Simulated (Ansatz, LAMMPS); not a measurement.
# An extra electron or hole in amorphous 82P2O5-18La2O3 (mol %) (73 atoms)

Aim: add and remove one electron in amorphous 82P2O5-18La2O3 (mol %) (73 atoms), with atoms held and relaxed, and read trapping energy and localisation.

Main program and level: Ansatz 0.2.0; Kohn-Sham DFT, PBE, PAW (set soft_2), plane waves.

### 1. The starting structure

The cell holds 73 atoms: 18 P, 4 La and 51 O. Its edges and angles: a = 10.363 Å, b = 10.363 Å, c = 10.363 Å, α = 90.0°, β = 90.0°, γ = 90.0°. 73 atoms (18 P, 4 Nd, 51 O) placed at random at 3.07 g/cm³, melted at 5000 K for 10 ps at fixed volume with the Morse and Coulomb pair potential with partial charges (Pedone, Malavasi, Menziani, Cormack and Segre, J. Phys. Chem. B 110, 11780 (2006)). Quenched from 5000 K to 300 K at 50 K/ps and fixed volume, held 10 ps at zero pressure, then minimised at fixed cell. Then Nd was replaced by La and the cell scaled by 1.011 (the potential has no terms for the new elements, so the cell is a start for a DFT relaxation).

Limits known from the start: The quench rate of 50 K/ps is many orders above laboratory rates, so the cell is likely richer in defects and strain than a real sample. The network of bonds at the start is that of the classical potential that made the cell, and needn't be the one that DFT or experiment would give. Sampling is at Γ alone, for a cell whose shortest periodic width is 10 Å. Spin–orbit coupling is left out, which matters for the levels of the heavy elements.

### 2. Single point at the start

The forces at the start show how far the geometry lies from a minimum of this functional.

input.yaml reads:

```yaml
crystal:
  lattice:
    - [10.36301, 0.0, 0.0]
    - [0.0, 10.36301, 0.0]
    - [0.0, 0.0, 10.36301]
  atoms:
    - { symbol: P, position: [0.54245, 0.47628, 0.19919] }
    - { symbol: P, position: [0.43736, 0.22274, 0.81864] }
    - { symbol: P, position: [0.10768, 0.47112, 0.38221] }
    - { symbol: P, position: [0.30914, 0.65887, 0.5007] }
    - { symbol: P, position: [0.49165, 0.62246, 0.94014] }
    - { symbol: P, position: [0.82697, 0.42206, 0.17464] }
    - { symbol: P, position: [0.58023, 0.98846, 0.20898] }
    - { symbol: P, position: [0.2123, 0.30111, 0.99653] }
    - { symbol: P, position: [0.7483, 0.09008, 0.45479] }
    - { symbol: P, position: [0.39455, 0.98177, 0.65201] }
    - { symbol: P, position: [0.10238, 0.95039, 0.71425] }
    - { symbol: P, position: [0.01841, 0.96629, 0.42521] }
    - { symbol: P, position: [0.57057, 0.72575, 0.37078] }
    - { symbol: P, position: [0.91896, 0.27472, 0.93063] }
    - { symbol: P, position: [0.34001, 0.85333, 0.04665] }
    - { symbol: P, position: [0.80807, 0.0002, 0.00095] }
    - { symbol: P, position: [0.03102, 0.66689, 0.79561] }
    - { symbol: P, position: [0.46715, 0.47654, 0.6826] }
    - { symbol: La, position: [0.82649, 0.42295, 0.60032] }
    - { symbol: La, position: [0.01905, 0.72246, 0.15647] }
    - { symbol: La, position: [0.30304, 0.18192, 0.32654] }
    - { symbol: La, position: [0.70672, 0.80642, 0.70547] }
    - { symbol: O, position: [0.51264, 0.53812, 0.06389] }
    - { symbol: O, position: [0.01934, 0.65142, 0.94096] }
    - { symbol: O, position: [0.46867, 0.85899, 0.68439] }
    - { symbol: O, position: [0.26248, 0.43787, 0.0006] }
    - { symbol: O, position: [0.40805, 0.0297, 0.51403] }
    - { symbol: O, position: [0.42821, 0.33431, 0.71194] }
    - { symbol: O, position: [0.89738, 0.65698, 0.73004] }
    - { symbol: O, position: [0.0378, 0.94917, 0.57571] }
    - { symbol: O, position: [0.22016, 0.22843, 0.12238] }
    - { symbol: O, position: [0.24692, 0.98456, 0.6885] }
    - { symbol: O, position: [0.44555, 0.09502, 0.74278] }
    - { symbol: O, position: [0.17164, 0.34288, 0.41535] }
    - { symbol: O, position: [0.99079, 0.83946, 0.35792] }
    - { symbol: O, position: [0.71015, 0.99325, 0.56019] }
    - { symbol: O, position: [0.76272, 0.94697, 0.87237] }
    - { symbol: O, position: [0.06887, 0.28863, 0.94775] }
    - { symbol: O, position: [0.86667, 0.37034, 0.03817] }
    - { symbol: O, position: [0.58798, 0.85015, 0.29037] }
    - { symbol: O, position: [0.99115, 0.49646, 0.46908] }
    - { symbol: O, position: [0.55122, 0.25388, 0.9021] }
    - { symbol: O, position: [0.28718, 0.94593, 0.94919] }
    - { symbol: O, position: [0.47955, 0.09616, 0.22249] }
    - { symbol: O, position: [0.21475, 0.57696, 0.42076] }
    - { symbol: O, position: [0.13495, 0.03586, 0.37289] }
    - { symbol: O, position: [0.60539, 0.47888, 0.63632] }
    - { symbol: O, position: [0.87512, 0.32048, 0.79931] }
    - { symbol: O, position: [0.89288, 0.05216, 0.42289] }
    - { symbol: O, position: [0.67548, 0.05658, 0.32768] }
    - { symbol: O, position: [0.83654, 0.56825, 0.18432] }
    - { symbol: O, position: [0.459, 0.5427, 0.81746] }
    - { symbol: O, position: [0.6889, 0.0024, 0.09858] }
    - { symbol: O, position: [0.61686, 0.6885, 0.9026] }
    - { symbol: O, position: [0.6604, 0.71694, 0.48423] }
    - { symbol: O, position: [0.38218, 0.55763, 0.58956] }
    - { symbol: O, position: [0.90908, 0.91593, 0.06574] }
    - { symbol: O, position: [0.03671, 0.05593, 0.78965] }
    - { symbol: O, position: [0.88072, 0.3331, 0.27561] }
    - { symbol: O, position: [0.30876, 0.23763, 0.8945] }
    - { symbol: O, position: [0.42671, 0.71287, 0.41954] }
    - { symbol: O, position: [0.73398, 0.227, 0.5046] }
    - { symbol: O, position: [0.39052, 0.72672, 0.97473] }
    - { symbol: O, position: [0.86022, 0.14279, 0.97954] }
    - { symbol: O, position: [0.07468, 0.81373, 0.77191] }
    - { symbol: O, position: [0.57299, 0.6022, 0.28254] }
    - { symbol: O, position: [0.12825, 0.57528, 0.73656] }
    - { symbol: O, position: [0.08442, 0.50156, 0.24055] }
    - { symbol: O, position: [0.24317, 0.77141, 0.55972] }
    - { symbol: O, position: [0.24439, 0.80762, 0.14758] }
    - { symbol: O, position: [0.46868, 0.90314, 0.10802] }
    - { symbol: O, position: [0.44131, 0.4018, 0.27019] }
    - { symbol: O, position: [0.67286, 0.40563, 0.1825] }
kpoints:
  mp_grid: { grid: [1, 1, 1] }
hamiltonian:
  xc: pbe
scf:
  occupations: { method: fixed }
output:
  forces: true
```

On the command line:

```
ansatz run input.yaml --threads 4 --pin off --max-ram 12288MiB --backend cpu --events-out ev --progress --plain --runs-dir out
```

Output:

```text
[...]
Pseudopotentials: kind: paw
Pseudopotential: P, paw, valence charge 5, recommended cutoff 420 eV (normal), P.paw.azcp
Pseudopotential: La, paw, valence charge 11, recommended cutoff 420 eV (normal), La.paw.azcp
Pseudopotential: O, paw, valence charge 6, recommended cutoff 420 eV (normal), O.paw.azcp
[... 5 lines on functional and potentials left out ...]
Crystal: 73 atoms, lattice volume = 1112.904 Å³
Basis set: ecut = 420 eV, 21823 PW (Γ), exchange–correlation on 144×144×144 points (8 copies of the dense FFT grid, shifted against one another)
Bands: 293, of which v1, the nominal top of the filled ones, is band 220 counted from 1 (219 counted from 0)
Symmetry: 1 space group operations
Space group: P1 (ITA 1), of the structure as read, at distance tolerance 1.0e-4 Å
k-points: 1
[... 7 lines on functional and potentials left out ...]
Initial density: superposition of atomic densities (neutral atoms: chi_scale 0, normalization atom), corrected by the library's trained network
Initial wavefunctions: pseudopotential atomic-orbital guess
[...]
SCF iter   1: F=—  HF=-67574.681420 eV  |F-HF|=—  |Δ(HF+E_count)|=         —  Δρ=4.29e-3  dr2=3.11e-1  ethr=1.77e-3  ⟨swp⟩=5.0  Hψ=1093  notcnv=0  defer=67
preconditioner: auto → Resta (q_TF=auto, 2.337 Å⁻¹)  ε∞=3.7  [insulator: Δε(μ)=2.647 eV  Ē_g=14.125 eV  n_scr=250 (ndim 8)  ℏωp=23.1 eV  f_vac=0.207  ε∞_Penn≈3.7]
SCF iter   2: F=—  HF=-67574.622608 eV  |F-HF|=—  |Δ(HF+E_count)|=   5.88e-2  Δρ=2.19e-3  dr2=6.52e-2  ethr=7.06e-5  ⟨swp⟩=3.0  Hψ=528  notcnv=0  defer=71
SCF iter   3: F=—  HF=-67574.613396 eV  |F-HF|=—  |Δ(HF+E_count)|=   9.21e-3  Δρ=9.47e-4  dr2=1.97e-2  ethr=1.48e-5  ⟨swp⟩=2.0  Hψ=447  notcnv=0  defer=64
automatic band count: iteration 3 solves 286 bands in place of 293: the levels show a gap, and the empty bands left out lie too high to hold charge; the band table lists the bands solved (type scf.n_extra_bands for more)
SCF iter   4: F=—  HF=-67574.609165 eV  |F-HF|=—  |Δ(HF+E_count)|=   4.23e-3  Δρ=4.16e-4  dr2=2.51e-3  ethr=4.48e-6  ⟨swp⟩=3.0  Hψ=423  notcnv=0  defer=64
SCF iter   5: F=—  HF=-67574.608834 eV  |F-HF|=—  |Δ(HF+E_count)|=   3.31e-4  Δρ=2.21e-4  dr2=5.17e-4  ethr=5.71e-7  ⟨swp⟩=3.0  Hψ=489  notcnv=0  defer=64
[...]
SCF iter   9: F=—  HF=-67574.610528 eV  |F-HF|=—  |Δ(HF+E_count)|=   6.02e-7  Δρ=4.35e-6  dr2=2.08e-7  ethr=3.14e-10  ⟨swp⟩=3.0  Hψ=527  notcnv=0  defer=64
SCF iter  10: F=-67574.610528 eV  HF=-67574.610528 eV  |F-HF|=3.76e-8  |Δ(HF+E_count)|=   9.69e-8  Δρ=2.67e-6  dr2=6.83e-8  ethr=2.27e-11  ⟨swp⟩=6.0  Hψ=1031  notcnv=0
SCF 1 converged in 10 iterations: F = -67574.610528 eV  dr2 = 6.83e-8
[...]
SCF converged after 10 iterations
Free energy (F): -67574.610528 eV
Harris-Foulkes:  -67574.610528 eV  (|F-HF|=3.76e-8)
Internal energy: -67574.610528 eV  (E = F + TS)
E sigma→0 (E₀):  -67574.610528 eV
Fermi energy:    4.011493 eV
--- Per-component energies (eV) ---
[...]
Σ components = -67574.610528   (vs F -67574.610528, Δ=0.00e0)
--- Forces (eV/Å), atoms counted from 1 ---
  atom   1  P     -0.59493049    -0.54682098     1.25906086
  atom   2  P      1.79683553     0.70665159     3.83492837
  atom   3  P     -1.14395256    -1.15016288    -1.31470406
  atom   4  P     -2.84176724     2.73999554     0.77720477
[...]
atom  73  O     -2.26038680    -0.97000691    -0.46759969
  max |Σ_I F_I| component: 1.04e-4 eV/Å
```

Elapsed: 8.6 s, on 4 threads of Intel Xeon at 2.80GHz (Skylake/Cascade Lake), shared host; peak memory 1.2 GiB; 28 s of CPU time.

In the SCF lines HF is the Harris–Foulkes energy and dr2 the Hartree energy of the density residual, in eV; the loop may stop once dr2 is under the threshold and the program's other checks hold. Hψ counts applications of the Hamiltonian.

The r.m.s. force at the start is 1.2 eV/Å.

### 3. Relaxation

The atoms are relaxed in the fixed cell, aiming at the force tolerance of the input.

input.yaml reads:

```yaml
crystal:
  lattice:
    - [10.36301, 0.0, 0.0]
    - [0.0, 10.36301, 0.0]
    - [0.0, 0.0, 10.36301]
  atoms:
    [... the 73 atom lines of step 2 ...]
kpoints:
  mp_grid: { grid: [1, 1, 1] }
hamiltonian:
  xc: pbe
scf:
  occupations: { method: fixed }
output:
  forces: true
relax:
  f_tol: 0.05
  max_steps: 120
```

Output:

```text
[...]
Crystal: 73 atoms, lattice volume = 1112.904 Å³
Basis set: ecut = 420 eV, 21823 PW (Γ), exchange–correlation on 144×144×144 points (8 copies of the dense FFT grid, shifted against one another)
Bands: 293, of which v1, the nominal top of the filled ones, is band 220 counted from 1 (219 counted from 0)
Symmetry: 1 space group operations
[...]
k-points: 1
[...]
SCF iter   1: F=—  HF=-67574.681420 eV  |F-HF|=—  |Δ(HF+E_count)|=         —  Δρ=4.29e-3  dr2=3.11e-1  ethr=1.77e-3  ⟨swp⟩=5.0  Hψ=1093  notcnv=0  defer=67
[...]
SCF iter   6: F=-67574.610511 eV  HF=-67574.610504 eV  |F-HF|=7.38e-6  |Δ(HF+E_count)|=   2.42e-5  Δρ=7.50e-5  dr2=5.57e-5  ethr=1.42e-8  ⟨swp⟩=4.0  Hψ=1317  notcnv=0
SCF 1 converged in 6 iterations: F = -67574.610511 eV  dr2 = 5.57e-5
[...]
relax step   1: F+E_penalty+E_count = -67574.61051090 eV  Δ(F+E_penalty+E_count) = +0.000e0 eV  max|allowed force component| = 3.835e0 eV/Å  Δτ_max = 0.0000 Å  (6 SCF iters, dr2 threshold 6.25e-5 eV, accepted)
[... from here on, the SCF cycles and remarks between the steps are left out ...]
relax step   2: F+E_penalty+E_count = -67576.54435452 eV  Δ(F+E_penalty+E_count) = -1.934e0 eV  max|allowed force component| = 2.850e0 eV/Å  Δτ_max = 0.1948 Å  (7 SCF iters, dr2 threshold 1.00e-4 eV, accepted)
relax step   3: F+E_penalty+E_count = -67578.30352042 eV  Δ(F+E_penalty+E_count) = -1.759e0 eV  max|allowed force component| = 1.404e0 eV/Å  Δτ_max = 0.1936 Å  (7 SCF iters, dr2 threshold 1.00e-4 eV, accepted)
relax step   4: F+E_penalty+E_count = -67579.24511499 eV  Δ(F+E_penalty+E_count) = -9.416e-1 eV  max|allowed force component| = 9.092e-1 eV/Å  Δτ_max = 0.2000 Å  (6 SCF iters, dr2 threshold 1.00e-4 eV, accepted)
relax step   5: F+E_penalty+E_count = -67579.97983866 eV  Δ(F+E_penalty+E_count) = -7.347e-1 eV  max|allowed force component| = 6.186e-1 eV/Å  Δτ_max = 0.1958 Å  (6 SCF iters, dr2 threshold 1.00e-4 eV, accepted)
relax step   6: F+E_penalty+E_count = -67580.25266990 eV  Δ(F+E_penalty+E_count) = -2.728e-1 eV  max|allowed force component| = 6.948e-1 eV/Å  Δτ_max = 0.1947 Å  (6 SCF iters, dr2 threshold 1.00e-4 eV, accepted)
relax step   7: F+E_penalty+E_count = -67580.47131247 eV  Δ(F+E_penalty+E_count) = -2.186e-1 eV  max|allowed force component| = 7.175e-1 eV/Å  Δτ_max = 0.1239 Å  (6 SCF iters, dr2 threshold 1.00e-4 eV, accepted)
relax step   8: F+E_penalty+E_count = -67580.72316348 eV  Δ(F+E_penalty+E_count) = -2.519e-1 eV  max|allowed force component| = 5.681e-1 eV/Å  Δτ_max = 0.1939 Å  (6 SCF iters, dr2 threshold 1.00e-4 eV, accepted)
relax step   9: F+E_penalty+E_count = -67580.96369808 eV  Δ(F+E_penalty+E_count) = -2.405e-1 eV  max|allowed force component| = 7.891e-1 eV/Å  Δτ_max = 0.2000 Å  (6 SCF iters, dr2 threshold 1.00e-4 eV, accepted)
relax step  10: F+E_penalty+E_count = -67581.17709835 eV  Δ(F+E_penalty+E_count) = -2.134e-1 eV  max|allowed force component| = 3.290e-1 eV/Å  Δτ_max = 0.2000 Å  (7 SCF iters, dr2 threshold 1.00e-4 eV, accepted)
relax step  11: F+E_penalty+E_count = -67581.28966202 eV  Δ(F+E_penalty+E_count) = -1.126e-1 eV  max|allowed force component| = 5.606e-1 eV/Å  Δτ_max = 0.1913 Å  (7 SCF iters, dr2 threshold 1.88e-5 eV, accepted)
relax step  12: F+E_penalty+E_count = -67581.38480844 eV  Δ(F+E_penalty+E_count) = -9.515e-2 eV  max|allowed force component| = 5.620e-1 eV/Å  Δτ_max = 0.1947 Å  (6 SCF iters, dr2 threshold 5.46e-5 eV, accepted)
relax step  13: F+E_penalty+E_count = -67581.54974204 eV  Δ(F+E_penalty+E_count) = -1.649e-1 eV  max|allowed force component| = 5.978e-1 eV/Å  Δτ_max = 0.2000 Å  (6 SCF iters, dr2 threshold 1.00e-4 eV, accepted)
relax step  14: F+E_penalty+E_count = -67581.72220850 eV  Δ(F+E_penalty+E_count) = -1.725e-1 eV  max|allowed force component| = 7.348e-1 eV/Å  Δτ_max = 0.1901 Å  (6 SCF iters, dr2 threshold 1.00e-4 eV, accepted)
relax step  15: F+E_penalty+E_count = -67581.91669681 eV  Δ(F+E_penalty+E_count) = -1.945e-1 eV  max|allowed force component| = 5.016e-1 eV/Å  Δτ_max = 0.2000 Å  (6 SCF iters, dr2 threshold 1.00e-4 eV, accepted)
relax step  16: F+E_penalty+E_count = -67581.96614856 eV  Δ(F+E_penalty+E_count) = -4.945e-2 eV  max|allowed force component| = 4.872e-1 eV/Å  Δτ_max = 0.1223 Å  (6 SCF iters, dr2 threshold 1.00e-4 eV, accepted)
relax step  17: F+E_penalty+E_count = -67581.99073397 eV  Δ(F+E_penalty+E_count) = -2.459e-2 eV  max|allowed force component| = 4.308e-1 eV/Å  Δτ_max = 0.1443 Å  (7 SCF iters, dr2 threshold 1.00e-4 eV, accepted)
relax step  18: F+E_penalty+E_count = -67582.03817920 eV  Δ(F+E_penalty+E_count) = -4.745e-2 eV  max|allowed force component| = 2.056e-1 eV/Å  Δτ_max = 0.0641 Å  (6 SCF iters, dr2 threshold 1.00e-4 eV, accepted)
relax step  19: F+E_penalty+E_count = -67582.08894701 eV  Δ(F+E_penalty+E_count) = -5.077e-2 eV  max|allowed force component| = 1.940e-1 eV/Å  Δτ_max = 0.2000 Å  (7 SCF iters, dr2 threshold 9.62e-6 eV, accepted)
relax step  20: F+E_penalty+E_count = -67582.12816627 eV  Δ(F+E_penalty+E_count) = -3.922e-2 eV  max|allowed force component| = 3.568e-1 eV/Å  Δτ_max = 0.1979 Å  (7 SCF iters, dr2 threshold 8.57e-6 eV, accepted)
relax step  21: F+E_penalty+E_count = -67582.15017181 eV  Δ(F+E_penalty+E_count) = -2.201e-2 eV  max|allowed force component| = 5.830e-1 eV/Å  Δτ_max = 0.1612 Å  (6 SCF iters, dr2 threshold 1.00e-4 eV, accepted)
relax step  22: F+E_penalty+E_count = -67582.27504629 eV  Δ(F+E_penalty+E_count) = -1.249e-1 eV  max|allowed force component| = 4.177e-1 eV/Å  Δτ_max = 0.2000 Å  (6 SCF iters, dr2 threshold 1.00e-4 eV, accepted)
relax step  23: F+E_penalty+E_count = -67582.36122143 eV  Δ(F+E_penalty+E_count) = -8.618e-2 eV  max|allowed force component| = 3.239e-1 eV/Å  Δτ_max = 0.1903 Å  (6 SCF iters, dr2 threshold 8.96e-5 eV, accepted)
relax step  24: F+E_penalty+E_count = -67582.40867696 eV  Δ(F+E_penalty+E_count) = -4.746e-2 eV  max|allowed force component| = 4.654e-1 eV/Å  Δτ_max = 0.1982 Å  (6 SCF iters, dr2 threshold 5.39e-5 eV, accepted)
relax step  25: F+E_penalty+E_count = -67582.49526553 eV  Δ(F+E_penalty+E_count) = -8.659e-2 eV  max|allowed force component| = 4.004e-1 eV/Å  Δτ_max = 0.2000 Å  (6 SCF iters, dr2 threshold 1.00e-4 eV, accepted)
relax step  26: F+E_penalty+E_count = -67582.59122850 eV  Δ(F+E_penalty+E_count) = -9.596e-2 eV  max|allowed force component| = 3.481e-1 eV/Å  Δτ_max = 0.1950 Å  (6 SCF iters, dr2 threshold 1.00e-4 eV, accepted)
relax step  27: F+E_penalty+E_count = -67582.68674632 eV  Δ(F+E_penalty+E_count) = -9.552e-2 eV  max|allowed force component| = 2.699e-1 eV/Å  Δτ_max = 0.1951 Å  (6 SCF iters, dr2 threshold 8.97e-5 eV, accepted)
relax step  28: F+E_penalty+E_count = -67582.78353849 eV  Δ(F+E_penalty+E_count) = -9.679e-2 eV  max|allowed force component| = 2.865e-1 eV/Å  Δτ_max = 0.1952 Å  (6 SCF iters, dr2 threshold 4.38e-5 eV, accepted)
relax step  29: F+E_penalty+E_count = -67582.88488011 eV  Δ(F+E_penalty+E_count) = -1.013e-1 eV  max|allowed force component| = 3.783e-1 eV/Å  Δτ_max = 0.1952 Å  (6 SCF iters, dr2 threshold 4.93e-5 eV, accepted)
relax step  30: F+E_penalty+E_count = -67582.97018812 eV  Δ(F+E_penalty+E_count) = -8.531e-2 eV  max|allowed force component| = 4.937e-1 eV/Å  Δτ_max = 0.1987 Å  (6 SCF iters, dr2 threshold 1.00e-4 eV, accepted)
relax step  31: F+E_penalty+E_count = -67582.99892384 eV  Δ(F+E_penalty+E_count) = -2.874e-2 eV  max|allowed force component| = 3.026e-1 eV/Å  Δτ_max = 0.0769 Å  (6 SCF iters, dr2 threshold 1.00e-4 eV, accepted)
relax step  32: F+E_penalty+E_count = -67582.91599209 eV  Δ(F+E_penalty+E_count) = +8.293e-2 eV  max|allowed force component| = 6.260e-1 eV/Å  Δτ_max = 0.1790 Å  (7 SCF iters, dr2 threshold 3.44e-5 eV, rejected (line search))
relax step  33: F+E_penalty+E_count = -67583.02803641 eV  Δ(F+E_penalty+E_count) = -2.911e-2 eV  max|allowed force component| = 1.775e-1 eV/Å  Δτ_max = 0.0848 Å  (10 SCF iters, accepted)
relax step  34: F+E_penalty+E_count = -67583.01114478 eV  Δ(F+E_penalty+E_count) = +1.689e-2 eV  max|allowed force component| = 1.688e-1 eV/Å  Δτ_max = 0.1000 Å  (7 SCF iters, dr2 threshold 1.08e-5 eV, rejected (line search))
relax step  35: F+E_penalty+E_count = -67583.03469228 eV  Δ(F+E_penalty+E_count) = -6.656e-3 eV  max|allowed force component| = 1.358e-1 eV/Å  Δτ_max = 0.0452 Å  (9 SCF iters, accepted)
relax step  36: F+E_penalty+E_count = -67583.03714009 eV  Δ(F+E_penalty+E_count) = -2.448e-3 eV  max|allowed force component| = 4.636e-2 eV/Å  Δτ_max = 0.0254 Å  (6 SCF iters, dr2 threshold 6.35e-6 eV, accepted)
relax step  37: F+E_penalty+E_count = -67583.03714118 eV  Δ(F+E_penalty+E_count) = -1.089e-6 eV  max|allowed force component| = 4.667e-2 eV/Å  Δτ_max = 0.0000 Å  (4 SCF iters, accepted)
SCF converged after 4 iterations
Free energy (F): -67583.037141 eV
[...]
Internal energy: -67583.037141 eV  (E = F + TS)
E sigma→0 (E₀):  -67583.037141 eV
Fermi energy:    2.894622 eV
[...]
Σ components = -67583.037141   (vs F -67583.037141, Δ=0.00e0)
--- Forces (eV/Å), atoms counted from 1 ---
  atom   1  P      0.01573825    -0.01922062     0.02033032
  atom   2  P     -0.02038796    -0.01968532     0.03512281
  atom   3  P     -0.00878388    -0.02307579     0.00616355
  atom   4  P     -0.04667408    -0.01505012    -0.01624509
[...]
atom  73  O     -0.00080383    -0.00049297     0.00482937
  max |Σ_I F_I| component: 2.28e-5 eV/Å
--- Relaxed structure (37 steps of the walk, 35 accepted, 0 SCFs on fresh bases) ---
  F+E_penalty+E_count = -67583.03714118 eV   max|allowed force component| = 4.667e-2 eV/Å
  atoms:
    - { symbol: P, position: [0.576793, 0.460541, 0.186490] }
    - { symbol: P, position: [0.359871, 0.242705, 0.854091] }
    - { symbol: P, position: [0.154373, 0.519798, 0.411409] }
    - { symbol: P, position: [0.389170, 0.638750, 0.541693] }
[...]
- { symbol: O, position: [0.709992, 0.395525, 0.210161] }
```

Wall time 3.8 min (4 threads); peak memory 1.2 GiB.

The relaxation converged after 37 steps, 8.43 eV below its start, with a largest force component of 0.047 eV/Å.

(Part 1 of 5 ends here.)

[Long decimals in the printed logs are rounded to 6 places.]

[Logs are printed without paths, hosts, clocks, repeated set-up lines and the standing remarks that a program may print on its own settings, such as how far it seeks lower states.]

[Hosts, paths, dates, database ids (printed as entryN), source tags and the programs' standing remarks are cut or masked in the printed files.]
